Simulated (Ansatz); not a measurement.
**What BiAs (model cell, started as CsCl type) distorts into**

Which phase does BiAs (model cell, started as CsCl type) fall into along its unstable mode, and how much energy does it gain?

Program: Ansatz 0.2.0. Level of theory: DFT PBEsol, scalar-relativistic, plane waves, PAW. Results are calculated unless marked as measured.

The structure was built from a prototype and need not be the compound's stable phase.

### Step 1. Set-up

Symmetry: Pm-3m, No. 221, cubic system. Conventional cell: a = 3.629 Å, b = 3.629 Å, c = 3.629 Å, α = 90.00°, β = 90.00°, γ = 90.00°. Nearest to Bi lie 8 As at 3.14 Å. Nearest to As lie 8 Bi at 3.14 Å. Farther neighbours are not listed.

Structure file:

```cif
data_structure
_symmetry_space_group_name_H-M 'Pm-3m'
_symmetry_Int_Tables_number 221
_cell_length_a 3.6289
_cell_length_b 3.6289
_cell_length_c 3.6289
_cell_angle_alpha 90.000
_cell_angle_beta 90.000
_cell_angle_gamma 90.000
_cell_volume 47.79
loop_
_atom_site_label
_atom_site_type_symbol
_atom_site_symmetry_multiplicity
_atom_site_Wyckoff_symbol
_atom_site_fract_x
_atom_site_fract_y
_atom_site_fract_z
_atom_site_occupancy
Bi1 Bi 1 a 0.00000 0.00000 0.00000 1
As1 As 1 b 0.50000 0.50000 0.50000 1
```

### Step 2. The dispersion

The cell comes from relaxations at this level that are not shown. Stability and thermal properties need the whole zone. Linear response on a 4×4×4 q mesh gives force constants as far as a supercell of that size would.

Input file input.yaml:

```yaml
crystal:
  lattice:
    - [3.6289249598, 0.0, 0.0]
    - [0.0, 3.6289249598, 0.0]
    - [0.0, 0.0, 3.6289249598]
  atoms:
    - { symbol: Bi, position: [0.0, 0.0, 0.0] }
    - { symbol: As, position: [0.5, 0.5, 0.5] }
kpoints:
  mp_grid: { grid: [12, 12, 12] }
hamiltonian:
  xc: pbesol
scf:
  occupations: { method: methfessel_paxton, width: 0.15 }
output:
  eigenvalues: true
phonons:
  method: dfpt
  qmesh: [4, 4, 4]
  temperatures: { t_max: 1000, t_step: 50 }
  qpath:
    path:
      - [[0.0, 0.0, 0.0], [0.0, 0.5, 0.0], [0.5, 0.5, 0.0], [0.0, 0.0, 0.0], [0.5, 0.5, 0.5], [0.0, 0.5, 0.0]]
      - [[0.5, 0.5, 0.5], [0.5, 0.5, 0.0]]
    npoints: 10
```

Run with:

```bash
$ ansatz run input.yaml --threads 4 --pin off --max-ram 7168MiB --backend cpu --events-out ev --progress --plain --runs-dir out
```

Numbers of over 12 decimals in the logs are rounded to 6 here.

Output:

```text
Engine: ansatz 0.2.0, aarch64-unknown-linux-gnu
Pseudopotentials: kind: paw
Pseudopotential: Bi, paw, valence charge 15, recommended cutoff 420 eV (normal), Bi.paw.azcp
Pseudopotential: As, paw, valence charge 15, recommended cutoff 420 eV (normal), As.paw.azcp
Functional definition: PBEsol
  exchange = pbesol_x
  correlation = pbesol_c
Crystal: 2 atoms, lattice volume = 47.790 Å³
Basis set: ecut = 420 eV, 925 PW (Γ), exchange–correlation on 50×50×50 points (8 copies of the dense FFT grid, shifted against one another)
Bands: 19, of which v1, the nominal top of the filled ones, is band 15 counted from 1 (14 counted from 0)
Symmetry: 48 space group operations
k-points: 84 of 1728
Non-local potential: Bi, projectors of the file, l = 0: 2, l = 1: 2, l = 2: 2, l = 3: 2
Non-local potential: As, projectors of the file, l = 0: 2, l = 1: 2, l = 2: 3, l = 3: 1
PAW form: soft (Blöchl's): semilocal exchange-correlation on the pseudo side does not see the compensation charge
PAW frozen core: Bi, regenerated for the run's functional, and the local potential with it (the file was generated under x = pbe(κ = 0.804, μ = 0.219515), c = pbe(β = 0.066725))
PAW frozen core: As, regenerated for the run's functional, and the local potential with it (the file was generated under x = pbe(κ = 0.804, μ = 0.219515), c = pbe(β = 0.066725))
PAW one-centre angular grid: Bi, 590 points (default); XC on 64 Gauss nodes
PAW one-centre angular grid: As, 590 points (default); XC on 64 Gauss nodes
Initial density: superposition of atomic densities (neutral atoms: chi_scale 0, normalization atom), corrected by the library's trained network
Initial wavefunctions: pseudopotential atomic-orbital guess
Functional: x = pbesol(κ = 0.804, μ = 0.123457), c = pbesol(β = 0.046)
SCF iter   1: F=—  HF=-17054.619062 eV  |F-HF|=—  |Δ(HF+E_count)|=         —  Δρ=3.45e-3  dr2=1.21e-2  ethr=1.77e-3  ⟨swp⟩=5.4  Hψ=6963  notcnv=0
preconditioner: auto → Kerker (q_TF=auto, 2.525 Å⁻¹)  [metal: Δε(μ)=0.044 eV  Ē_g=18.259 eV  σ=0.150 eV  W_gap=0.24  n_scr=18 (ndim 8)  ℏωp=24.0 eV  f_vac=0.000  D(μ)=1.64/eV (n_scr^D=18)]
SCF iter   2: F=—  HF=-17054.615610 eV  |F-HF|=—  |Δ(HF+E_count)|=   3.45e-3  S|Δr|=    0.00e0  Δρ=1.78e-3  dr2=2.72e-3  ethr=4.03e-5  ⟨swp⟩=1.6  Hψ=2808  notcnv=0
SCF iter   3: F=—  HF=-17054.615002 eV  |F-HF|=—  |Δ(HF+E_count)|=   6.08e-4  S|Δr|=    0.00e0  Δρ=5.16e-4  dr2=2.25e-4  ethr=9.06e-6  ⟨swp⟩=2.0  Hψ=2861  notcnv=0
SCF iter   4: F=—  HF=-17054.614950 eV  |F-HF|=—  |Δ(HF+E_count)|=   5.24e-5  S|Δr|=    0.00e0  Δρ=2.10e-4  dr2=1.18e-5  ethr=7.51e-7  ⟨swp⟩=2.9  Hψ=2813  notcnv=0
SCF iter   5: F=—  HF=-17054.614953 eV  |F-HF|=—  |Δ(HF+E_count)|=   2.80e-6  S|Δr|=    0.00e0  Δρ=4.45e-5  dr2=6.87e-7  ethr=3.93e-8  ⟨swp⟩=2.1  Hψ=2414  notcnv=0
SCF iter   6: F=—  HF=-17054.614961 eV  |F-HF|=—  |Δ(HF+E_count)|=   7.87e-6  S|Δr|=    0.00e0  Δρ=1.97e-5  dr2=1.34e-7  ethr=2.29e-9  ⟨swp⟩=2.0  Hψ=2863  notcnv=0
SCF iter   7: F=—  HF=-17054.614961 eV  |F-HF|=—  |Δ(HF+E_count)|=   6.24e-9  S|Δr|=    0.00e0  Δρ=5.06e-6  dr2=9.03e-9  ethr=4.46e-10  ⟨swp⟩=2.0  Hψ=2388  notcnv=0
SCF iter   8: F=—  HF=-17054.614961 eV  |F-HF|=—  |Δ(HF+E_count)|=   3.47e-9  S|Δr|=    0.00e0  Δρ=6.28e-7  dr2=1.35e-10  ethr=3.01e-11  ⟨swp⟩=2.0  Hψ=2445  notcnv=0
SCF iter   9: F=-17054.614961 eV  HF=-17054.614961 eV  |F-HF|=7.28e-12  |Δ(HF+E_count)|=  1.06e-10  S|Δr|=    0.00e0  Δρ=8.17e-8  dr2=3.60e-12  ethr=1.00e-12  ⟨swp⟩=6.6  Hψ=7715  notcnv=0
SCF 1 converged in 9 iterations: F = -17054.614961 eV  dr2 = 3.60e-12
  greatest PAW one-centre occupation: 0.999 electrons in one spin orbital (limit 2), on the As atom at site 1 (counted from 0), in its partial waves of l = 2
Initial density: read from a saved state, or passed on in memory by an earlier SCF of this step, an earlier step, the calling program or the single point that the run made first
iter 1 solved again at ethr=5.83e-8 eV; its pass at ethr=3.10e-3 eV (dr2=1.75e-5 eV) is discarded
SCF iter   1: F=—  HF=-17054.614958 eV  |F-HF|=—  |Δ(HF+E_count)|=         —  Δρ=7.20e-7  dr2=1.24e-10  ethr=5.83e-8  ⟨swp⟩=3.8  Hψ=11613  notcnv=0
eigensolver tolerance schedule: the retry pair's looser diagonalisation over-reported the residual by 141066.48 of it (diagonalisation noise at an unbounded share of the residual, at the tolerance the schedule requests for it); recorded, not acted on — ethr = c·dr2/N_el stays at c = 1.0e-1
preconditioner: auto → Kerker (q_TF=auto, 2.525 Å⁻¹)  [metal: Δε(μ)=0.019 eV  Ē_g=18.235 eV  σ=0.150 eV  W_gap=0.10  n_scr=18 (ndim 8)  ℏωp=24.0 eV  f_vac=0.000  D(μ)=1.54/eV (n_scr^D=6)]
SCF iter   2: F=—  HF=-17054.614961 eV  |F-HF|=—  |Δ(HF+E_count)|=   2.54e-6  S|Δr|=    0.00e0  Δρ=3.82e-7  dr2=3.32e-11  ethr=1.00e-12  ⟨swp⟩=4.0  Hψ=4517  notcnv=0
SCF iter   3: F=—  HF=-17054.614961 eV  |F-HF|=—  |Δ(HF+E_count)|=  6.55e-11  S|Δr|=    0.00e0  Δρ=2.51e-7  dr2=1.46e-11  ethr=1.00e-12  ⟨swp⟩=4.6  Hψ=5299  notcnv=0
SCF iter   4: F=-17054.614961 eV  HF=-17054.614961 eV  |F-HF|=1.09e-11  |Δ(HF+E_count)|=  2.91e-11  S|Δr|=    0.00e0  Δρ=1.61e-7  dr2=5.97e-12  ethr=1.00e-12  ⟨swp⟩=2.0  Hψ=3194  notcnv=0
SCF 2 converged in 4 iterations: F = -17054.614961 eV  dr2 = 5.97e-12
phonons: the bands overlap, so this run is a metal and interpolates without the dipole-dipole term. If the crystal is really an insulator or semiconductor, its LO-TO splitting is missing
NSCF: frozen V_eff on 84 k-points
NSCF: frozen V_eff on 196 k-points
DFPT response loops at q = (0, 0, 0) (fractional): preconditioner auto → Kerker (q_TF=auto, 2.525 Å⁻¹) (partly filled bands, converged f_vac=0.000); β = 1.00, the filter's whole step (`scf.mixing.beta` (0.50) is not read by the response loops under this deck's `scf.mixing.preconditioner`; to damp them name `kerker` or `kerker_dos`, under which they read `scf.mixing.beta`, and type it under 1.00, their step now; both keys bind the ground state too); Broyden in place of MSR1
NSCF: frozen V_eff on 1176 k-points
DFPT response loops at q = (0, 0, 0.25) (fractional): mixed as the last ones told, above
NSCF: frozen V_eff on 686 k-points
DFPT response loops at q = (0, 0, -0.5) (fractional): mixed as the last ones told, above
NSCF: frozen V_eff on 2016 k-points
DFPT response loops at q = (0, 0.25, 0.25) (fractional): mixed as the last ones told, above
NSCF: frozen V_eff on 1176 k-points
DFPT response loops at q = (0, 0.25, -0.5) (fractional): mixed as the last ones told, above
NSCF: frozen V_eff on 686 k-points
DFPT response loops at q = (0, -0.5, -0.5) (fractional): mixed as the last ones told, above
NSCF: frozen V_eff on 1872 k-points
DFPT response loops at q = (0.25, 0.25, 0.25) (fractional): mixed as the last ones told, above
NSCF: frozen V_eff on 2016 k-points
DFPT response loops at q = (0.25, 0.25, -0.5) (fractional): mixed as the last ones told, above
NSCF: frozen V_eff on 1176 k-points
DFPT response loops at q = (0.25, -0.5, -0.5) (fractional): mixed as the last ones told, above
NSCF: frozen V_eff on 392 k-points
DFPT response loops at q = (-0.5, -0.5, -0.5) (fractional): mixed as the last ones told, above
SCF converged after 9 iterations
Stability not checked: this state was not tested for a lower state beside it, because cold or Methfessel-Paxton smearing, or corrected tetrahedra, fill the levels in a way that the test cannot read (fill_not_monotonic; see scf.lower_state_search)
Free energy (F): -17054.614961 eV
Harris-Foulkes:  -17054.614961 eV  (|F-HF|=7.28e-12)
Internal energy: -17054.612669 eV  (E = F + TS)
E sigma→0 (E₀):  -17054.614388 eV
Entropy (-TS):   -0.002292 eV (-1.146 meV/atom)
Fermi energy:    12.534364 eV
--- Per-component energies (eV) ---
  E_band       = -269.482801
  E_kinetic    = 405.255505
  E_local      = -2859.452516  (includes V_loc(G=0)·N_el)
  E_nonlocal   = -105.885263
  E_hartree    = 1284.831090
  E_xc         = -229.798248
  E_vxc        = -224.356471  (∫ρ·V_xc dr)
  E_paw        = -12301.495271  (= ΣΔE_a)
  E_vpaw       = -54.705708  (= ΣTr[D̂ρ^β])
  E_aug_tail   = -0.000449  (compensation charges beyond the density's cutoff)
  E_ewald      = -3249.123698
  E_core_change = 1.056181  (= ΣΔE_core)
  E_smearing   = -0.002292  (= −TS)
  E_closure    = 0.000000  (closes the sum)
  Σ components = -17054.614961   (vs F -17054.614961, Δ=0.00e0)
--- Band table (eV; the first three rows and the last of 84) ---
  k-point 0: bands = [... 11 lower, 5.1796, 10.5457, 10.5457, 10.5457, 16.3310, 16.3310, 18.4976, 18.4976]
  k-point 1: bands = [... 11 lower, 4.9952, 10.4533, 10.6304, 10.6304, 16.3927, 16.7427, 18.0634, 18.2518]
  k-point 2: bands = [... 11 lower, 4.4656, 10.3412, 10.8818, 10.8818, 16.5769, 16.6229, 17.5816, 17.5816]
  k-point 83: bands = [... 11 lower, 3.1418, 9.8152, 9.8152, 9.8152, 9.8748, 9.8748, 9.8748, 28.0546]
--- Phonons (Γ-DFPT): 2 representative perturbations + reference (Σ response iterations 6) ---
  ASR residual: 9.029e-5 → 0.000e0 eV/Å²; symmetrization residual: 2.205e-5 eV/Å²
  ASR residual per site (eV/Å²): 9.03e-5 2.41e-5
  Γ frequencies (cm⁻¹): -10.99 -10.99 -10.99 0.00 0.00 0.00
--- Phonons (arbitrary-q DFPT): 10 irreducible q on the 4×4×4 mesh ---
  q = [0.0000, 0.0000, 0.0000] (star 1, of the zone-centre solve; hermiticity 1.80e-3, symmetrization 8.35e-9): -10.99 -10.99 -10.99 -0.00 0.00 0.00
  q = [0.0000, 0.0000, 0.2500] (star 6, 4 solved perturbations in 1848 linear systems a pass and spin channel, the states on 588 of 1728 k-point pairs; hermiticity 1.49e-5, symmetrization 8.94e-12): 25.94 25.94 43.89 43.89 54.06 73.90
  q = [0.0000, 0.0000, -0.5000] (star 3, 4 solved perturbations in 1078 linear systems a pass and spin channel, the states on 343 of 1728 k-point pairs; hermiticity 9.94e-14, symmetrization 4.68e-12): 32.50 32.50 56.30 56.30 79.70 110.15
  q = [0.0000, 0.2500, 0.2500] (star 12, 4 solved perturbations in 3108 linear systems a pass and spin channel, the states on 1008 of 1728 k-point pairs; hermiticity 1.45e-5, symmetrization 4.20e-13): -39.62 28.70 31.54 40.31 48.82 97.05
  q = [0.0000, 0.2500, -0.5000] (star 12, 6 solved perturbations on 588 of 1728 k-point pairs; hermiticity 5.64e-6, symmetrization 2.19e-13): -59.50 -24.55 45.39 55.47 76.66 94.10
  q = [0.0000, -0.5000, -0.5000] (star 3, 4 solved perturbations in 1078 linear systems a pass and spin channel, the states on 343 of 1728 k-point pairs; hermiticity 2.25e-5, symmetrization 5.91e-13): -81.60 -47.34 44.55 44.55 78.36 78.36
  q = [0.2500, 0.2500, 0.2500] (star 8, 2 solved perturbations on 936 of 1728 k-point pairs; hermiticity 3.27e-6, symmetrization 9.48e-12): 35.13 48.77 48.77 62.55 74.75 74.75
  q = [0.2500, 0.2500, -0.5000] (star 12, 4 solved perturbations in 3108 linear systems a pass and spin channel, the states on 1008 of 1728 k-point pairs; hermiticity 3.50e-6, symmetrization 1.68e-12): 23.98 30.20 59.92 71.52 88.78 94.19
  q = [0.2500, -0.5000, -0.5000] (star 6, 4 solved perturbations in 1848 linear systems a pass and spin channel, the states on 588 of 1728 k-point pairs; hermiticity 1.26e-5, symmetrization 1.58e-12): 44.68 61.35 61.35 72.95 78.24 78.24
  q = [-0.5000, -0.5000, -0.5000] (star 1, 2 solved perturbations on 196 of 1728 k-point pairs; hermiticity 8.13e-14, symmetrization 1.58e-11): 79.14 79.14 79.14 118.38 118.38 118.38
  sum rule: each row above includes the acoustic sum rule's correction from the zone centre's row sums; it moved no ω² by more than (0.34 cm⁻¹)²
  mesh force constants: q→R imaginary residual 1.66e-18; ASR residual 9.029e-5 → 0.000e0 eV/Å²; symmetrization residual 9.992e-16 eV/Å²
  interpolated dispersion: 62 rows × 6 modes
  density of states and harmonic sums: on the 20×20×20 q-mesh, interpolated from the force constants of a 4×4×4 supercell (no non-analytic term)
  largest difference from the sums on the solved wave vectors: F 2.34e-2 eV, S 2.35e-5 and C_V 1.28e-6 eV/K
  zero-point energy: 0.018829 eV/cell   skipped modes (ω ≤ 0): 208, of them read as no rigid motion or as one in doubt: 205 (7.526e-1 modes/cell left out, lowest -81.60 cm⁻¹)   left out of the sums: 1.26e-1 of the cell's modes: C_V's classical limit lies that fraction below 3 k_B per atom; for a crystal, a wire or a layer, F and S can be off by more, and a phonons.interpolated_qmesh denser along its periods is the remedy for the sampling
```

Run time: 6.1 min. Hardware: 4 threads of Arm Neoverse V2, shared host; peak memory 2.4 GiB.

The column dr2 measures how far the density is from self-consistency, as an energy; F and HF (Harris–Foulkes) agree once it is small.

This step gave:

- volume per atom: 23.89 Å³
- gap on the k-mesh: 0 eV
- sum-rule residual before enforcement: 9.03e-5 eV/Å²
- lowest frequency on the path: -81.60 cm⁻¹
- point group: m-3m
- highest frequency on the path or at a solved wavevector: 118.4 cm⁻¹
- highest optical mode at the zone centre (no LO-TO term): -10.99 cm⁻¹
- lowest optical zone-centre mode: -10.99 cm⁻¹
- lowest mode on the q mesh (acoustic modes at Γ apart): -81.6 cm⁻¹

Frequencies (cm⁻¹) solved at each irreducible wavevector; negative means imaginary. Frequencies by wavevector, by row:

| q in reciprocal lattice units | star | mode 1 | mode 2 | mode 3 | mode 4 | mode 5 | mode 6 |
| --- | --- | --- | --- | --- | --- | --- | --- |
| 0 0 0 | 1 | -11 | -11 | -11 | 0 | 0 | 0 |
| 0 0 0.25 | 6 | 25.9 | 25.9 | 43.9 | 43.9 | 54.1 | 73.9 |
| 0 0 -0.5 | 3 | 32.5 | 32.5 | 56.3 | 56.3 | 79.7 | 110.2 |
| 0 0.25 0.25 | 12 | -39.6 | 28.7 | 31.5 | 40.3 | 48.8 | 97 |
| 0 0.25 -0.5 | 12 | -59.5 | -24.6 | 45.4 | 55.5 | 76.7 | 94.1 |
| 0 -0.5 -0.5 | 3 | -81.6 | -47.3 | 44.5 | 44.5 | 78.4 | 78.4 |
| 0.25 0.25 0.25 | 8 | 35.1 | 48.8 | 48.8 | 62.5 | 74.8 | 74.8 |
| 0.25 0.25 -0.5 | 12 | 24 | 30.2 | 59.9 | 71.5 | 88.8 | 94.2 |
| 0.25 -0.5 -0.5 | 6 | 44.7 | 61.4 | 61.4 | 73 | 78.2 | 78.2 |
| -0.5 -0.5 -0.5 | 1 | 79.1 | 79.1 | 79.1 | 118.4 | 118.4 | 118.4 |

Interpolated from a 4×4×4 q mesh. The phonon branches at the labelled points (cm⁻¹):

| point | branch 1 | branch 2 | branch 3 | branch 4 | branch 5 | branch 6 |
| --- | --- | --- | --- | --- | --- | --- |
| Γ | -11 | -11 | -11 | 0 | 0 | 0 |
| halfway | 26 | 26 | 44 | 44 | 54 | 74 |
| X | 32 | 32 | 56 | 56 | 80 | 110 |
| halfway | -60 | -24 | 45 | 56 | 77 | 94 |
| M | -82 | -47 | 44 | 44 | 78 | 78 |
| halfway | -40 | 29 | 32 | 40 | 49 | 97 |
| Γ | -11 | -11 | -11 | 0 | 0 | 0 |
| halfway | 35 | 49 | 49 | 62 | 75 | 75 |
| R | 79 | 79 | 79 | 118 | 118 | 118 |
| halfway | 24 | 30 | 60 | 72 | 89 | 94 |
| X | 32 | 32 | 56 | 56 | 80 | 110 |
| jump to R | 79 | 79 | 79 | 118 | 118 | 118 |
| halfway | 45 | 61 | 61 | 73 | 78 | 78 |
| M | -82 | -47 | 44 | 44 | 78 | 78 |

The phonon branches as a text plot (rows in cm⁻¹):

```
    114 |       *                            *****       **
    106 |      * **                         **   **    **  *
     98 |     *    *      ****             *     * ****    *
     89 |    *      *    *    *          ** *     ***       *
     81 |      ***** ****                    **** *  * ****  *  *
     73 |   * *     *   **     *     ****   **  *******    * ***
     64 |    *                      *   *  **    * *   *   ***
     56 |   * *******     *            * **       ****  **  *
     48 |  ***      *********** *       ****          * *    ****
     39 |         **       *****       **          *   *
     31 | ** *****           ****  *****            *  ***
     23 | * *     *            ***  *               ****
     14 |***               ** **** *
      6 |*                       * *
     -2 |*        *               *
    -11 |          *           ****
    -19 |                     *                       *       *
    -27 |                 *                          *
    -36 |           **   *   *                                **
    -44 |          *  ***                                       *
    -52 |
    -61 |                  **                                  *
    -69 |           *     *
    -77 |            *****                                      *
         Γ      X      M          Γ            R        X|R     M
```

Symmetry leaves 10 wavevectors to solve. The lowest mode among them, the acoustic zeros apart, lies at q = (0, -0.5, -0.5) and is imaginary, 81.6i cm⁻¹, so the energy falls along it.

### Step 3. The mode frozen in, largest atomic shift 0 Å

The mode followed lies at q = (0, -0.5, -0.5) with frequency 81.6i cm⁻¹, the softest among the wavevectors solved. At small amplitude the distorted cell has space group no. 129 by a symmetry search on the positions. The undistorted cell that holds it gives the zero of energy on the same k mesh.

System of this step: BiAs (model cell, started as CsCl type). It takes space group Pm-3m (No. 221, cubic). Conventional cell: a = 3.629 Å, b = 3.629 Å, c = 3.629 Å, α = 90.00°, β = 90.00°, γ = 90.00°. Nearest to Bi lie 8 As at 3.14 Å. Nearest to As lie 8 Bi at 3.14 Å. Farther neighbours are not listed.

Input file input.yaml:

```yaml
crystal:
  lattice:
    - [-3.6289249598, 0.0, 0.0]
    - [0.0, -3.6289249598, -3.6289249598]
    - [0.0, -3.6289249598, 3.6289249598]
  atoms:
    - { symbol: Bi, position: [1.0, 0.0, 0.0] }
    - { symbol: Bi, position: [1.0, 0.5, 0.5] }
    - { symbol: As, position: [0.5, 0.0, 0.5] }
    - { symbol: As, position: [0.5, 0.5, 0.0] }
kpoints:
  mp_grid: { grid: [10, 8, 8] }
hamiltonian:
  xc: pbesol
scf:
  occupations: { method: methfessel_paxton, width: 0.15 }
output:
  forces: true
  stress: true
  eigenvalues: true
```

Output:

```text
[...]
Crystal: 4 atoms, lattice volume = 95.579 Å³
Basis set: ecut = 420 eV, 1877 PW (Γ), exchange–correlation on 50×72×72 points (8 copies of the dense FFT grid, shifted against one another)
Bands: 36, of which v1, the nominal top of the filled ones, is band 30 counted from 1 (29 counted from 0)
Symmetry: 32 space group operations
[...]
k-points: 90 of 640
[...]
k-point 0: bands = [... 26 lower, 10.5471, 10.5494, 10.5494, 13.4383, 15.7013, 16.3301, 16.3331, 16.5188, ... 2 higher]
  k-point 1: bands = [... 26 lower, 10.2750, 10.6422, 10.8000, 13.3803, 15.5580, 16.0416, 16.5051, 16.5796, ... 2 higher]
  k-point 2: bands = [... 26 lower, 9.6289, 10.9220, 11.4317, 13.1122, 15.1195, 15.4224, 15.9917, 16.7551, ... 2 higher]
  k-point 89: bands = [... 26 lower, 6.7489, 6.7489, 13.4446, 13.4446, 15.6994, 15.6994, 16.5145, 16.5145, ... 2 higher]
[key lines of the parts left out:]
SCF converged after 7 iterations
Free energy (F): -34109.214010 eV
Fermi energy:    12.547675 eV
P = ⅓ Tr σ = 0.2302 GPa (2.302 kbar)
```

The job ended after 3.6 s (4 threads; peak memory 0.54 GiB).

Numbers from this step:

```yaml
pressure: 0.2302 GPa
energy_from_the_undistorted_cell: 0 meV/atom
```

The run ends at a pressure of 0.23 GPa.

(Part 1 of 2 ends here.)

[Logs are printed without paths, hosts, clocks, repeated set-up lines and the standing remarks that a program may print on its own settings, such as how far it seeks lower states.]

[Hosts, paths, dates, database ids (printed as entryN), source tags and the programs' standing remarks are cut or masked in the printed files.]
